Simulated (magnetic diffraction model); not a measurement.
**Moment size from magnetic intensity in CeV₂Cu₂**

Space group P4/nmm (no. 129, origin choice 1), a = 4.2030 Å, c = 9.5390 Å.

| site | atom | x | y | z |
| --- | --- | --- | --- | --- |
| 2c | Ce | 0 | 1/2 | 0.2410 |
| 2c | Cu | 0 | 1/2 | 0.6260 |
| 2a | Cu | 1/2 | 1/2 | 0 |
| 2b | V | 1/2 | 1/2 | 1/2 |
| 2c | V | 0 | 1/2 | 0.8741 |

The compound is invented for this exercise: a known structure type with other elements, its cell scaled to their sizes and not relaxed.

Only Ce is taken to order (form factors of Ce3+); orders and moment sizes are assumed, and not adapted to the symmetry. Radiation: neutrons of λ = 1.594 Å, 8° to 50°; isotropic B of 0.26 Å² (Ce), 0.3 Å² (Cu) and 0.27 Å² (V). The intensities are simulated: I ∝ L Σ (|F_N|² + |F_M⊥|²) for unpolarised neutrons, with F_M = 2.695 fm/μB × Σ f(s) S exp(2πi Q·r) exp(−B s²) at Q = H ± k (one set where k and −k are equivalent), only the part normal to Q counting and L = 1/(sin²θ cos θ). For collinear order S is the moment m, which repeats by lattice and centring translations R with the sign exp(−2πi k·R). Form factors are spin-only for 3d ions and dipole or tabulated for f ions, scattering lengths are Sears's of 1992, and absorption is left out. A label names one of the reflections at its angle. The strongest nuclear line in the range is 100, and lines under 0.2 are left out.

In a first state the assumed order is k = (0 1/2 0), collinear moments along [010], 1.4 μB on Ce; signs + at (0, 1/2, 0.2410), + at (1/2, 0, 0.7590), with this pattern:

```tsv
2θ (°)	index	nuclear	magnetic
9.59	(0 0 1)	10.9	0.0
14.52	(0 1/2 1)	0.0	3.9
19.24	(0 0 2)	2.2	0.0
22.15	(0 1/2 2)	0.0	2.8
24.48	(1 1/2 0)	0.0	2.4
26.34	(1 1/2 1)	0.0	4.1
29.03	(0 0 3)	29.4	0.0
29.28	(1 0 2)	50.3	0.0
31.09	(0 1/2 3)	0.0	1.5
31.11	(1 1 0)	7.0	0.0
31.32	(1 1/2 2)	0.0	3.0
32.63	(1 1 1)	100.0	0.0
36.64	(1 0 3)	42.8	0.0
36.84	(1 1 2)	65.2	0.0
38.33	(1 1/2 3)	0.0	1.9
38.52	(0 3/2 2)	0.0	0.3
```
(The table stops after 16 lines; 15 more lie at higher angle.)

**Question.** Nearer the ordering temperature the line at 26.34° has total intensity 0.4 on the same scale, and all moments have shrunk alike. How large is the Ce moment?

The nuclear part, 0.0, stays, so the magnetic part is 0.4 against 4.1. It goes as m², so m = 1.4 × √(0.4/4.1) = 0.44 μB; the value used was 0.42 μB.

[Logs are printed without paths, hosts, clocks, repeated set-up lines and the standing remarks that a program may print on its own settings, such as how far it seeks lower states.]
